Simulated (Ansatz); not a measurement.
# Resistivity from frozen vibrations: Pt(111) with 4 thermally displaced layers, 2x2, part 2 of 2

Aim: the resistivity of Pt at 180 K from frozen thermal displacements between perfect leads.

Ansatz 0.2.0; Ansatz plane-wave DFT, PBE, PAW files; ballistic transport by layer matching (Landauer), zero bias; PAW set soft_1.

So far, open channels per spin nearest the Fermi level: step 2 (with 4 displaced layers) 6.89.

**3. With 8 displaced layers**

Each atom of 8 layers is moved at random, by amounts drawn from a normal law 0.0494 Å wide in each direction from the Debye model (240 K) at 180 K. A fresh draw is used; the growth of the resistance with length is what counts.

System of this step: Pt(111) with 8 thermally displaced layers, 2x2. The cell holds 56 atoms: 56 Pt. Cell: a = 5.546 Å, b = 5.546 Å, c = 31.740 Å, α = 87.5°, β = 92.5°, γ = 120.0°. It derives from Pt. Regions: lead, 24 atoms (24 Pt); scattering region, 32 atoms (32 Pt). The structure is stacked along c, and the current runs across the ab planes.

File input.yaml:

```yaml
crystal:
  lattice:
    - [5.5462627489, 0.0, 0.0]
    - [-2.7731313745, 4.8032044366, 0.0]
    - [-1.3865656872, 0.8005340728, 31.6995319999]
  atoms:
    - { symbol: Pt, position: [0.005952381, 0.994047619, 0.0357142857] }
    - { symbol: Pt, position: [0.005952381, 0.494047619, 0.0357142857] }
    - { symbol: Pt, position: [0.505952381, 0.994047619, 0.0357142857] }
    - { symbol: Pt, position: [0.505952381, 0.494047619, 0.0357142857] }
    - { symbol: Pt, position: [0.1845238095, 0.3154761905, 0.1071428571] }
    - { symbol: Pt, position: [0.1845238095, 0.8154761905, 0.1071428571] }
    - { symbol: Pt, position: [0.6845238095, 0.3154761905, 0.1071428571] }
    - { symbol: Pt, position: [0.6845238095, 0.8154761905, 0.1071428571] }
    - { symbol: Pt, position: [0.3630952381, 0.1369047619, 0.1785714286] }
    - { symbol: Pt, position: [0.3630952381, 0.6369047619, 0.1785714286] }
    - { symbol: Pt, position: [0.8630952381, 0.1369047619, 0.1785714286] }
    - { symbol: Pt, position: [0.8630952381, 0.6369047619, 0.1785714286] }
    - { symbol: Pt, position: [0.0413069412, 0.9641082954, 0.2494071676] }
    - { symbol: Pt, position: [0.0504794483, 0.4685572246, 0.2491513832] }
    - { symbol: Pt, position: [0.5612701264, 0.9747461572, 0.2516829148] }
    - { symbol: Pt, position: [0.55828638, 0.4690366689, 0.2535162516] }
    - { symbol: Pt, position: [0.2220623635, 0.2796265854, 0.322369197] }
    - { symbol: Pt, position: [0.2039196786, 0.7640042512, 0.3200529634] }
    - { symbol: Pt, position: [0.7255943788, 0.2850304241, 0.319032417] }
    - { symbol: Pt, position: [0.7017729073, 0.7765567209, 0.3211352724] }
    - { symbol: Pt, position: [0.4021455498, 0.1077814199, 0.3947736722] }
    - { symbol: Pt, position: [0.4037362548, 0.607781554, 0.3911490311] }
    - { symbol: Pt, position: [0.8897124446, 0.1034493168, 0.3938937728] }
    - { symbol: Pt, position: [0.9085376849, 0.6070877603, 0.3940801654] }
    - { symbol: Pt, position: [0.0753912907, 0.9047745593, 0.4631406857] }
    - { symbol: Pt, position: [0.0841159996, 0.4291536716, 0.4619274063] }
    - { symbol: Pt, position: [0.5855187936, 0.9181625462, 0.4639232172] }
    - { symbol: Pt, position: [0.5833072756, 0.4307076009, 0.4620505789] }
    - { symbol: Pt, position: [0.2649739299, 0.2450435686, 0.5345121002] }
    - { symbol: Pt, position: [0.2420807755, 0.7217170231, 0.534704239] }
    - { symbol: Pt, position: [0.7538395227, 0.2368345924, 0.5352027063] }
    - { symbol: Pt, position: [0.7551584317, 0.7442803029, 0.5373061035] }
    - { symbol: Pt, position: [0.4331039712, 0.0626603135, 0.6079829456] }
    - { symbol: Pt, position: [0.4514042126, 0.5618149585, 0.6079427414] }
    - { symbol: Pt, position: [0.9275596649, 0.0791540229, 0.6081712529] }
    - { symbol: Pt, position: [0.9458294163, 0.5651393486, 0.6055164485] }
    - { symbol: Pt, position: [0.1246466604, 0.8948862947, 0.6772191668] }
    - { symbol: Pt, position: [0.1022323528, 0.3915722513, 0.6783041201] }
    - { symbol: Pt, position: [0.6330815624, 0.880719688, 0.6777470659] }
    - { symbol: Pt, position: [0.6033075166, 0.3699973574, 0.6771847799] }
    - { symbol: Pt, position: [0.3054903012, 0.2071392031, 0.7490511376] }
    - { symbol: Pt, position: [0.2834875039, 0.7141371565, 0.7510267022] }
    - { symbol: Pt, position: [0.7920290987, 0.204247845, 0.7504765269] }
    - { symbol: Pt, position: [0.7917257473, 0.7011631872, 0.7509706098] }
    - { symbol: Pt, position: [0.4702380952, 0.0297619048, 0.8214285714] }
    - { symbol: Pt, position: [0.4702380952, 0.5297619048, 0.8214285714] }
    - { symbol: Pt, position: [0.9702380952, 0.0297619048, 0.8214285714] }
    - { symbol: Pt, position: [0.9702380952, 0.5297619048, 0.8214285714] }
    - { symbol: Pt, position: [0.1488095238, 0.8511904762, 0.8928571429] }
    - { symbol: Pt, position: [0.1488095238, 0.3511904762, 0.8928571429] }
    - { symbol: Pt, position: [0.6488095238, 0.8511904762, 0.8928571429] }
    - { symbol: Pt, position: [0.6488095238, 0.3511904762, 0.8928571429] }
    - { symbol: Pt, position: [0.3273809524, 0.1726190476, 0.9642857143] }
    - { symbol: Pt, position: [0.3273809524, 0.6726190476, 0.9642857143] }
    - { symbol: Pt, position: [0.8273809524, 0.1726190476, 0.9642857143] }
    - { symbol: Pt, position: [0.8273809524, 0.6726190476, 0.9642857143] }
kpoints:
  mp_grid: { grid: [5, 5, 1] }
hamiltonian:
  xc: pbe
  pseudopotentials: { kind: paw, azcp: { folder: soft_1 } }
scf:
  occupations: { method: fermi_dirac, width: 0.1 }
output:
  transmission:
    leads: [[0, 4]]
    kmesh: [10, 10]
    e_range: [-0.05, 0.05]
    de: 0.05
  write_potential: true
  write_density: true
  volumetric_format: npy
```

On the command line:

```console
$ ansatz run input.yaml --threads 4 --pin off --max-ram 15360MiB --backend cpu --events-out ev --progress --plain --runs-dir out
```

Numbers of over 12 decimals in the logs are rounded to 6 here.

Log:

```text
[...]
Crystal: 56 atoms, lattice volume = 844.470 Å³
Basis set: ecut = 420 eV, 16521 PW (Γ)
Bands: 605, of which v1, the nominal top of the filled ones, is band 504 counted from 1 (503 counted from 0)
Symmetry: 1 space group operations
[...]
k-points: 13 of 25 (time reversal used)
[...]
SCF iter   1: F=—  HF=-701400.845747 eV  |F-HF|=—  |Δ(HF+E_count)|=         —  Δρ=8.55e-2  dr2=5.90e1  ethr=3.10e-3  ⟨swp⟩=4.4  Hψ=23112  notcnv=0  defer=311
[...]
SCF iter   9: F=-701382.487106 eV  HF=-701382.487106 eV  |F-HF|=5.73e-8  |Δ(HF+E_count)|=   2.68e-8  Δρ=9.62e-7  dr2=6.06e-8  ethr=9.92e-12  ⟨swp⟩=7.9  Hψ=23959  notcnv=0
SCF 1 converged in 9 iterations: F = -701382.487106 eV  dr2 = 6.06e-8
[...]
transmission: 298 of 2964 steps passed
transmission: 595 of 2964 steps passed
[...]
transmission: 2964 of 2964 steps passed
SCF converged after 9 iterations
Free energy (F): -701382.487106 eV
[...]
Internal energy: -701379.382352 eV  (E = F + TS)
E sigma→0 (E₀):  -701380.934729 eV
Entropy (-TS):   -3.104754 eV (-55.442 meV/atom)
Fermi energy:    23.428543 eV
[...]
--- Band table (eV; the first three rows and the last of 13) ---
  k-point 0: bands = [... 500 lower, 23.6174, 23.6271, 23.6381, 23.6419, 23.6535, 23.6756, 23.6855, 23.6982, ... 97 higher]
  k-point 1: bands = [... 500 lower, 23.4133, 23.4241, 23.4432, 23.4541, 23.4659, 23.4731, 23.4967, 23.5112, ... 97 higher]
  k-point 2: bands = [... 500 lower, 23.4376, 23.4526, 23.4612, 23.4684, 23.4797, 23.5110, 23.5268, 23.5357, ... 97 higher]
  k-point 12: bands = [... 500 lower, 23.3102, 23.3450, 23.3629, 23.3952, 23.4112, 23.4258, 23.4513, 23.4813, ... 97 higher]
--- Transmission ---
  basis      : 241 plane waves across, 57 finite elements along
  points     : 52, standing for a mesh of 10 x 10
[...]
channels       : 6.890000e0 a spin
[...]
junction   : crystal 0 to crystal 0, 0.70 to 30.13 Å
    transmission   : 5.547854e0 a spin
[...]
```

Wall time 8.9 min (4 threads of AMD EPYC 9R14 (Zen 4), shared host); peak memory 9.7 GiB.

Numbers from this step:

```
free energy                                   : -701382.4871 eV
energy at zero smearing                       : -701380.9347 eV
transmission per spin nearest the Fermi level : 5.548
step of the lead's potential                  : 3.6 meV
```

Per spin. Transmission, zone mean against energy, zero at the Fermi level:

| energy (eV) | transmission, zone mean |
| --- | --- |
| -0.0500 | 5.78 |
| 0.0000 | 5.55 |
| 0.0500 | 5.25 |

Over the solved energies the transmission per spin lies between 5.25 and 5.78, out of 6.75 channels of the lead on average (up to 7.16).

**4. With 12 displaced layers**

Each atom of 12 layers is moved at random, by amounts drawn from a normal law 0.0494 Å wide in each direction from the Debye model (240 K) at 180 K. A fresh draw is used; the growth of the resistance with length is what counts.

System of this step: Pt(111) with 12 thermally displaced layers, 2x2. The cell holds 72 atoms: 72 Pt. Cell: a = 5.546 Å, b = 5.546 Å, c = 40.757 Å, α = 90.0°, β = 90.0°, γ = 120.0°. It derives from Pt. Regions: lead, 24 atoms (24 Pt); scattering region, 48 atoms (48 Pt). The structure is stacked along c, and the current runs across the ab planes.

File input.yaml:

```yaml
crystal:
  lattice:
    - [5.5462627489, 0.0, 0.0]
    - [-2.7731313745, 4.8032044366, 0.0]
    - [0.0, 0.0, 40.7565411427]
  atoms:
    - { symbol: Pt, position: [0.0, 0.0, 0.0277777778] }
    - { symbol: Pt, position: [0.0, 0.5, 0.0277777778] }
    - { symbol: Pt, position: [0.5, 0.0, 0.0277777778] }
    - { symbol: Pt, position: [0.5, 0.5, 0.0277777778] }
    - { symbol: Pt, position: [0.1666666667, 0.3333333333, 0.0833333333] }
    - { symbol: Pt, position: [0.1666666667, 0.8333333333, 0.0833333333] }
    - { symbol: Pt, position: [0.6666666667, 0.3333333333, 0.0833333333] }
    - { symbol: Pt, position: [0.6666666667, 0.8333333333, 0.0833333333] }
    - { symbol: Pt, position: [0.3333333333, 0.1666666667, 0.1388888889] }
    - { symbol: Pt, position: [0.3333333333, 0.6666666667, 0.1388888889] }
    - { symbol: Pt, position: [0.8333333333, 0.1666666667, 0.1388888889] }
    - { symbol: Pt, position: [0.8333333333, 0.6666666667, 0.1388888889] }
    - { symbol: Pt, position: [0.9745096282, 0.9867319979, 0.1940757785] }
    - { symbol: Pt, position: [0.9930408639, 0.4880160584, 0.1948431997] }
    - { symbol: Pt, position: [0.5117310486, 0.0046426732, 0.194716809] }
    - { symbol: Pt, position: [0.5094644451, 0.5041629935, 0.1930586789] }
    - { symbol: Pt, position: [0.1715068565, 0.3466250304, 0.2486201765] }
    - { symbol: Pt, position: [0.1652193485, 0.8293280633, 0.2489106706] }
    - { symbol: Pt, position: [0.6581697718, 0.334373149, 0.2503825342] }
    - { symbol: Pt, position: [0.6619791726, 0.8184491326, 0.2496497436] }
    - { symbol: Pt, position: [0.3412878581, 0.176412203, 0.3063713397] }
    - { symbol: Pt, position: [0.3463928674, 0.6779595469, 0.3065550117] }
    - { symbol: Pt, position: [0.8263652857, 0.1672640833, 0.3046904848] }
    - { symbol: Pt, position: [0.8034540372, 0.6493651942, 0.3080895123] }
    - { symbol: Pt, position: [0.978501345, 0.9769219229, 0.3604016606] }
    - { symbol: Pt, position: [0.0133205657, 0.4995372482, 0.3616061354] }
    - { symbol: Pt, position: [0.4971620425, 0.9991433197, 0.3626476148] }
    - { symbol: Pt, position: [0.5066516078, 0.4991122086, 0.3621926882] }
    - { symbol: Pt, position: [0.1751165644, 0.3310774472, 0.4169941693] }
    - { symbol: Pt, position: [0.1654925403, 0.826454529, 0.4180627377] }
    - { symbol: Pt, position: [0.661989448, 0.3269571063, 0.4146338472] }
    - { symbol: Pt, position: [0.6632374503, 0.8490345889, 0.4152837159] }
    - { symbol: Pt, position: [0.3352728756, 0.1628876147, 0.4728424869] }
    - { symbol: Pt, position: [0.3347070665, 0.6586763305, 0.4718681763] }
    - { symbol: Pt, position: [0.8348085207, 0.1678457121, 0.4721876385] }
    - { symbol: Pt, position: [0.8337801256, 0.6731452047, 0.4738199294] }
    - { symbol: Pt, position: [0.0010089375, 0.9923817089, 0.5282580822] }
    - { symbol: Pt, position: [0.0029204676, 0.5047515655, 0.5300156595] }
    - { symbol: Pt, position: [0.4980336164, 0.9998816097, 0.5267022566] }
    - { symbol: Pt, position: [0.4944951546, 0.4941417085, 0.5297184491] }
    - { symbol: Pt, position: [0.1664329181, 0.3274465547, 0.5856738705] }
    - { symbol: Pt, position: [0.1592600721, 0.8421983394, 0.5845660855] }
    - { symbol: Pt, position: [0.6704388199, 0.3306452815, 0.5831763711] }
    - { symbol: Pt, position: [0.6676506508, 0.8414244331, 0.5805082402] }
    - { symbol: Pt, position: [0.3295580836, 0.1682306356, 0.6381839078] }
    - { symbol: Pt, position: [0.3158815294, 0.6641672186, 0.6379728358] }
    - { symbol: Pt, position: [0.8476587207, 0.1810502094, 0.6389730504] }
    - { symbol: Pt, position: [0.8150827474, 0.6646472594, 0.6377678785] }
    - { symbol: Pt, position: [0.0147846405, 0.0174102533, 0.6948294984] }
    - { symbol: Pt, position: [0.0259369915, 0.5155893929, 0.6952893677] }
    - { symbol: Pt, position: [0.4934067597, 0.0021500935, 0.6928199449] }
    - { symbol: Pt, position: [0.511488224, 0.5024572868, 0.6962626405] }
    - { symbol: Pt, position: [0.1611268792, 0.3147618144, 0.7509554875] }
    - { symbol: Pt, position: [0.1855558274, 0.8519556661, 0.7489982596] }
    - { symbol: Pt, position: [0.6608430165, 0.3355145182, 0.7488979145] }
    - { symbol: Pt, position: [0.6507843925, 0.8235282189, 0.753311236] }
    - { symbol: Pt, position: [0.3242958791, 0.1574952925, 0.8051530711] }
    - { symbol: Pt, position: [0.3415280721, 0.6810492412, 0.8068293504] }
    - { symbol: Pt, position: [0.8420435271, 0.1681814491, 0.8058698258] }
    - { symbol: Pt, position: [0.8213266274, 0.6522126493, 0.8081506874] }
    - { symbol: Pt, position: [0.0, 0.0, 0.8611111111] }
    - { symbol: Pt, position: [0.0, 0.5, 0.8611111111] }
    - { symbol: Pt, position: [0.5, 0.0, 0.8611111111] }
    - { symbol: Pt, position: [0.5, 0.5, 0.8611111111] }
    - { symbol: Pt, position: [0.1666666667, 0.3333333333, 0.9166666667] }
    - { symbol: Pt, position: [0.1666666667, 0.8333333333, 0.9166666667] }
    - { symbol: Pt, position: [0.6666666667, 0.3333333333, 0.9166666667] }
    - { symbol: Pt, position: [0.6666666667, 0.8333333333, 0.9166666667] }
    - { symbol: Pt, position: [0.3333333333, 0.1666666667, 0.9722222222] }
    - { symbol: Pt, position: [0.3333333333, 0.6666666667, 0.9722222222] }
    - { symbol: Pt, position: [0.8333333333, 0.1666666667, 0.9722222222] }
    - { symbol: Pt, position: [0.8333333333, 0.6666666667, 0.9722222222] }
kpoints:
  mp_grid: { grid: [5, 5, 1] }
hamiltonian:
  xc: pbe
  pseudopotentials: { kind: paw, azcp: { folder: soft_1 } }
scf:
  occupations: { method: fermi_dirac, width: 0.1 }
output:
  transmission:
    leads: [[0, 4]]
    kmesh: [10, 10]
    e_range: [-0.05, 0.05]
    de: 0.05
  write_potential: true
  write_density: true
  volumetric_format: npy
```

Log:

```text
[...]
Crystal: 72 atoms, lattice volume = 1085.747 Å³
Basis set: ecut = 420 eV, 21305 PW (Γ)
Bands: 778, of which v1, the nominal top of the filled ones, is band 648 counted from 1 (647 counted from 0)
Symmetry: 1 space group operations
[...]
k-points: 13 of 25 (time reversal used)
[...]
SCF iter   1: F=—  HF=-901800.392816 eV  |F-HF|=—  |Δ(HF+E_count)|=         —  Δρ=8.56e-2  dr2=7.57e1  ethr=3.10e-3  ⟨swp⟩=4.4  Hψ=29560  notcnv=0  defer=430
[...]
SCF iter   9: F=-901776.747688 eV  HF=-901776.747688 eV  |F-HF|=4.32e-8  |Δ(HF+E_count)|=   1.59e-8  Δρ=9.79e-7  dr2=4.84e-8  ethr=7.72e-12  ⟨swp⟩=8.1  Hψ=32026  notcnv=0
SCF 1 converged in 9 iterations: F = -901776.747688 eV  dr2 = 4.84e-8
[...]
transmission: 386 of 3848 steps passed
transmission: 771 of 3848 steps passed
[...]
transmission: 3848 of 3848 steps passed
SCF converged after 9 iterations
Free energy (F): -901776.747688 eV
[...]
Internal energy: -901772.714234 eV  (E = F + TS)
E sigma→0 (E₀):  -901774.730961 eV
Entropy (-TS):   -4.033453 eV (-56.020 meV/atom)
Fermi energy:    23.429792 eV
[...]
--- Band table (eV; the first three rows and the last of 13) ---
  k-point 0: bands = [... 644 lower, 23.6088, 23.6272, 23.6380, 23.6459, 23.6480, 23.6588, 23.6689, 23.6928, ... 126 higher]
  k-point 1: bands = [... 644 lower, 23.4181, 23.4252, 23.4317, 23.4374, 23.4660, 23.4769, 23.4842, 23.5043, ... 126 higher]
  k-point 2: bands = [... 644 lower, 23.4265, 23.4498, 23.4741, 23.5026, 23.5143, 23.5199, 23.5258, 23.5317, ... 126 higher]
  k-point 12: bands = [... 644 lower, 23.3340, 23.3559, 23.4144, 23.4229, 23.4260, 23.4352, 23.4400, 23.4482, ... 126 higher]
--- Transmission ---
  basis      : 241 plane waves across, 74 finite elements along
  points     : 52, standing for a mesh of 10 x 10
[...]
channels       : 6.890000e0 a spin
[...]
junction   : crystal 0 to crystal 0, 0.70 to 39.19 Å
    transmission   : 4.850011e0 a spin
[...]
```

Run time: 16 min. Hardware: 4 threads; peak memory 8.5 GiB.

Numbers from this step:

```
free energy                                   : -901776.7477 eV
energy at zero smearing                       : -901774.7310 eV
transmission per spin nearest the Fermi level : 4.850
step of the lead's potential                  : 10.1 meV
```

Per spin. Table of transmission, zone mean by energy, zero at the Fermi level:

```csv
energy (eV),"transmission, zone mean"
-0.0500,5.00
0.0000,4.85
0.0500,4.74
```

Over the solved energies the transmission per spin lies between 4.74 and 5.00, out of 6.71 channels of the lead on average (up to 7.04).

**5. Resistance against length**

This step: Ansatz plane-wave DFT, PBE, PAW files; ballistic transport by layer matching (Landauer), zero bias; resistivity from the slope of the area resistance; PAW set soft_1 (Ansatz 0.2.0).

This step gave:

```yaml
resistivity: 7.607 µΩ cm
intercept: -0.01599 fΩ m²
scatter_about_the_fit: 0.006167 fΩ m²
```

Resistance, by row:

```csv
run,length (Å),T,channels N,RA (fΩ m²)
n4,9.057,6.071,6.753,0.05727
n8,18.11,5.526,6.753,0.1131
n12,27.17,4.862,6.713,0.1951
```

Table of area resistance by length of the displaced region:

```
length of the displaced region (Å)  area resistance (fΩ m²)
                              9.06                   0.0573
                             18.11                    0.113
                             27.17                    0.195
```

The area resistance goes from 0.057 to 0.20 fΩ m² between 9.1 and 27.2 Å, a slope of 7.6 µΩ cm.

By hand from the end points: (0.1951 − 0.05727) fΩ m² / (27.17 − 9.06) Å = 7.6 µΩ cm, since 1 fΩ m² per Å is 1000 µΩ cm.

**6. Summary of results**

```json
{
 "resistivity from the slope": "7.61 µΩ cm",
 "area resistance over 9.06 Å": "0.0573 fΩ m²",
 "area resistance over 18.1 Å": "0.113 fΩ m²",
 "area resistance over 27.2 Å": "0.195 fΩ m²"
}
```

What this shows: The slope gives 7.6 µΩ cm. The points scatter by 0.0062 fΩ m² about the line, with one random draw a length in a 2x2 cell, so the slope is a rough value. The mean square of the displacements drawn is 0.78, 0.91 and 1.0 of the nominal one at the three lengths; with each resistance scaled back by that, the slope is 6.5 µΩ cm, the value used below. Read with a model of isotropic scattering on a spherical Fermi surface and the lead's 2.0×10¹⁵ S/m², this slope means a mean free path near 65 Å; over these lengths the model's slope is 1.09 times its bulk resistivity, which would be 5.9 µΩ cm. Uncorrelated displacements put too much weight on short waves, which scatter strongly; with the sideways repeat of a small cell, one draw and three short lengths, the method is good to a factor of two or three. Spin-orbit coupling is left out, which matters for Pt.

[Logs are printed without paths, hosts, clocks, repeated set-up lines and the standing remarks that a program may print on its own settings, such as how far it seeks lower states.]

[Hosts, paths, dates, database ids (printed as entryN), source tags and the programs' standing remarks are cut or masked in the printed files.]
